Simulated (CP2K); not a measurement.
Two runs for the O K edge of formylketene. Run A: CP2K XAS_TDP, all-electron GAPW, PBEh(45%), aug-cc-pVDZ, TDA, no relativity. Run B differs in one setting.

First lines with a strength over 0.0015. A:

```
            atom  energy (eV)  states  strength, one atom
O1 (bonded to C)       528.46       1              0.0425
                       530.83       1              0.0266
                       533.73       1              0.0022
                       535.72       1              0.0017
                       535.95       1              0.0038
O5 (bonded to C)       526.41       1              0.0407
                       532.89       1              0.0019
                       533.01       1              0.0023
                       533.23       1              0.0038
                       533.95       1              0.0019
```

B:

```
            atom  energy (eV)  states  strength, one atom
O1 (bonded to C)       534.10       1              0.0474
                       537.02       1              0.0314
                       540.31       1              0.0050
                       542.52       1              0.0185
                       542.61       1              0.0022
O5 (bonded to C)       532.11       1              0.0464
                       539.23       1              0.0028
                       539.83       1              0.0016
                       540.13       1              0.0092
                       540.21       1              0.0025
```

Which was it: the functional, scalar relativity switched on, the basis, GW2X switched on?

The functional (functional from PBEh(45%) to PBEh(60%); the lines alone don't name the new value). A functional moves all lines by electronvolts and changes their spacings and strengths. Against PBEh(45%) in aug-cc-pVDZ, the leading lines move by +5.64 eV (O1, to 534.10) and +5.70 eV (O5, to 532.11); the strength of O1's goes from 0.0425 to 0.0474. The next line of O1 over the strength cut lies 2.92 eV higher, against 2.37.

[Banner, clock and machine lines of the logs are left out without a mark of their own.]

[Logs are printed without paths, hosts, clocks, repeated set-up lines and the standing remarks that a program may print on its own settings, such as how far it seeks lower states.]

[Hosts, paths, dates, database ids (printed as entryN), source tags and the programs' standing remarks are cut or masked in the printed files.]
